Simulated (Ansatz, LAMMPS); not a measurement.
# Mg2+ TFSI- in diglyme and a fluorinated ether (TTE) at 300 K (126 atoms): a single point, part 2 of 2

Aim: energy, forces, charges and density of states of Mg2+ TFSI- in diglyme and a fluorinated ether (TTE) at 300 K (126 atoms) at a fixed geometry.

Ansatz 0.2.0; Kohn-Sham DFT, PBE+D3(BJ), PAW (set soft_2), plane waves.

The cell: 30 C, 15 O, 30 H, 44 F, 2 N, 4 S and 1 Mg. The network of contacts between molecules at the start is that of the classical potential that made the cell. The density was typed from a rule of thumb and may lie off the real one at this temperature. Only the Γ point is sampled, in a cell whose shortest periodic width is 12 Å.

So far. Step 3 (Plane-wave single point): Valence density in the bc plane at fractional x = 0.003, with atoms of H and F and N and C and S and O and Mg within 0.2 Å of it. It is the smooth field of the valence electrons, not physical close to the nuclei.

### 3. Plane-wave single point (continued)

Electrostatic potential energy in the bc plane at fractional x = 0.003, with atoms of H and F and N and C and S and O and Mg within 0.2 Å of it. With pseudopotentials it is smooth inside the atoms' cores, unlike the true potential.

Ten even steps from '0' (-42 eV) to '9' (7 eV), each cell a mean:
```
9999999999999999999999888899999999
9999999999999999999999999999999999
9997789899999999878999999999999999
9950036568999998312789999999999999
9951011005899998301446622699999999
9997662015899999862011100399999999
9999986567899999861010445899999999
9998763125899999975224789999999999
9951131002347999974577899999999999
9830033222005999986676676689999999
9985588777458999998753320159999999
9999999999999999999753343379999999
9999999999999999999876788999999999
9999999999998548999878899999999999
8999999999998527999888889999999855
7999999999998888999877778887787623
8999999999999888988731147841044126
8999999999999999988610016740044137
8999999999999999998752257887787657
8999999998799999999887788899998756
9999999961038999999988888999999988
9999999960038999999988878889999999
9999999997689999999988634788999999
9999999999999999999988645788999999
```
Columns run along b (12.0 Å; values clipped at the 3rd and 97th percentile), rows up along c (12.0 Å). Atoms in or near the plane, at fractional coordinates: H at (0.41, 0.41), F at (0.29, 0.11), N at (0.11, 0.61), C at (0.22, 0.79), F at (0.11, 0.83), S at (0.59, 0.74), O at (0.70, 0.77), Mg at (0.64, 0.27).

Mean Löwdin charges: C +0.35, F -0.24, H +0.22, Mg +1.64, N -0.86, O -0.57 e (they miss 1.2 % of the electrons, so they add up to more than the cell's charge).

### 4. Structure statistics

Bonds and neighbours are counted at the geometry of the runs.

Density 1.58 g/cm³, 13.76 Å³ an atom.

Pair distribution functions g(r), in bins of 0.2 Å:

```tsv
r (Å)	total	F-F	F-C	F-H	F-O	F-S	F-N
1.00	1.08	0.00	0.00	0.00	0.00	0.00	0.00
1.20	1.15	0.00	0.32	0.00	0.00	0.00	0.00
1.40	2.98	0.00	12.17	0.00	0.00	0.00	0.00
1.60	0.66	0.00	0.00	0.00	0.00	0.00	0.00
1.80	0.51	0.00	0.00	0.15	0.00	0.00	0.00
2.00	0.81	0.17	0.00	1.81	0.00	0.00	0.00
2.20	1.38	4.21	0.41	0.77	1.25	0.00	0.00
2.40	1.49	0.85	3.29	1.25	0.38	0.00	0.00
2.60	1.50	0.94	0.53	2.01	1.35	6.82	4.60
2.80	1.02	1.94	0.47	0.86	2.29	0.00	0.00
3.00	0.74	0.80	0.81	1.17	1.16	0.43	0.00
3.20	0.83	0.27	0.56	1.52	1.62	1.14	0.76
3.40	0.82	0.50	0.91	0.83	1.16	1.67	2.03
3.60	0.97	0.99	1.03	0.76	1.94	0.58	3.63
3.80	0.78	0.59	0.73	0.76	0.72	1.08	0.00
4.00	0.98	0.62	0.91	1.17	0.85	0.74	1.00
4.20	0.73	0.48	0.80	0.68	0.65	0.66	0.88
4.40	1.00	0.85	0.60	1.11	1.09	1.22	0.80
4.60	1.11	1.55	0.92	0.98	1.00	0.92	1.14
4.80	1.19	1.03	1.41	1.36	1.21	0.51	0.69
5.00	1.04	1.11	1.19	0.96	0.96	1.25	0.65
5.20	0.98	0.92	0.99	1.13	0.81	0.57	0.86
5.40	0.91	1.03	0.86	0.74	0.79	1.07	0.82
5.60	1.11	0.96	1.12	1.15	1.43	1.38	1.00
5.80	0.94	0.79	0.95	0.93	1.00	1.65	1.15
```

Bonds by pair of elements; cutoffs follow the first minimum of g(r), held within bounds set by covalent radii, and pairs that aren't listed don't count as bonded:

```tsv
pair A-B	cutoff (Å)	bonds	mean length (Å)	spread (Å)	shortest (Å)	B about A	A about B
F-C	1.62	44	1.36	0.028	1.30	1	1.47
F-Mg	2.32	2	2.01	0.126	1.89	0.045	2
C-C	1.85	14	1.53	0.028	1.49	0.933	0.933
C-H	1.34	30	1.10	0.033	1.01	1	1
C-O	1.73	14	1.43	0.035	1.39	0.467	0.933
C-S	2.21	4	1.80	0.008	1.78	0.133	1
O-S	1.88	8	1.46	0.023	1.42	0.533	2
O-Mg	2.52	4	2.02	0.064	1.94	0.267	4
S-N	1.98	4	1.55	0.023	1.51	1	2
```

How many atoms have how many bonded neighbours:

```tsv
element	mean	1	2	3	4	6
C	4	0	0	0	30	0
F	1.04	42	2	0	0	0
H	1	30	0	0	0	0
Mg	6	0	0	0	0	1
N	2	0	2	0	0	0
O	1.73	7	5	3	0	0
S	4	0	0	0	4	0
```

Bond angles (no mean is given where the spread exceeds 20°):

```tsv
angle	count	mean (°)	spread (°)
C-C-F	40	110	2.4
F-C-F	28	106	2.9
C-C-H	24	110	5.3
H-C-O	22	110	4.3
F-C-H	16	108	3.9
```

Bond length by coordination (bonds to H left out):

```tsv
element	coordination	atoms	mean bond length (Å)
F	1	42	1.36
F	2	2	1.69
O	1	7	1.46
O	2	5	1.50
O	3	3	1.62
```

First main peaks of g(r), for some of the pairs, lie near 2.2 Å (F-F), 1.4 Å (F-C) and 2.6 Å (F-S). By these cutoffs all C atoms have 4, 95 % of F atoms have 1, all H atoms have 1 and all Mg atoms have 6 bonded neighbours. The C-C-F angle averages 110° with a spread of 2°.

The surroundings of S104, which bears the longest force, nearest first, numbered as they follow in the input and with coordinates relative to it.

```tsv
atom	x	y	z	distance (Å)	bonds	Löwdin charge (e)	Fx	Fy	Fz (eV/Å)
S104	0.00	0.00	0.00	0.00	4	2.18	-1.58	-4.15	1.72
O105	-0.63	0.90	0.93	1.44	1	-0.75	-0.59	0.86	-0.03
O106	-0.49	-1.41	0.15	1.50	1	-0.73	1.38	2.13	-0.83
N96	1.57	0.13	-0.07	1.57	2	-0.89	-0.99	-3.02	-1.11
C107	-0.45	0.50	-1.67	1.80	4	0.65	-1.09	0.35	-2.18
S97	2.09	1.50	0.32	2.59	4	2.26	4.05	1.63	0.10
F108	-1.17	-0.50	-2.27	2.61	1	-0.22	0.73	0.66	0.09
F110	-1.24	1.59	-1.67	2.62	1	-0.21	-0.40	0.18	0.28
F109	0.62	0.84	-2.43	2.65	1	-0.22	-0.40	-0.66	0.12
```

The column of bonds counts only the pairs F-C within 1.62 Å, F-Mg within 2.32 Å, C-C within 1.85 Å, C-H within 1.34 Å, C-O within 1.73 Å, C-S within 2.21 Å, O-S within 1.88 Å, O-Mg within 2.52 Å, S-N within 1.98 Å; other neighbours, such as metal atoms beside each other in a compound, aren't counted, and periodic images can show an atom twice.

### 5. Results

```yaml
free_energy_per_atom: -463.0871 eV/atom
pressure: 2.249 GPa
r_m_s_force_component: 1.066 eV/Å
spacing_of_highest_filled_and_lowest_empty_level: 4.847 eV
wall_time_of_the_1_dft_run: 14 s
```

**Reading.** Between filled and empty levels lie 4.85 eV (at Γ alone); a semilocal functional tends to put such gaps too low. In a disordered cell it changes from sample to sample and from frame to frame. With the cutoffs above, all C atoms have 4, 95 % of F atoms have 1, all H atoms have 1 and all Mg atoms have 6 bonded neighbours.

Caveats: The force components of 1.1 eV/Å r.m.s. come partly from thermal motion and partly from the difference between the classical potential and DFT, above all in bond lengths inside molecules. The pressure of 2.2 GPa is that of one thermal frame, in which the classical model's bond lengths enter as well as the volume, without the kinetic term and with the strain of bonds inside molecules.

[Logs are printed without paths, hosts, clocks, repeated set-up lines and the standing remarks that a program may print on its own settings, such as how far it seeks lower states.]

[Hosts, paths, dates, database ids (printed as entryN), source tags and the programs' standing remarks are cut or masked in the printed files.]
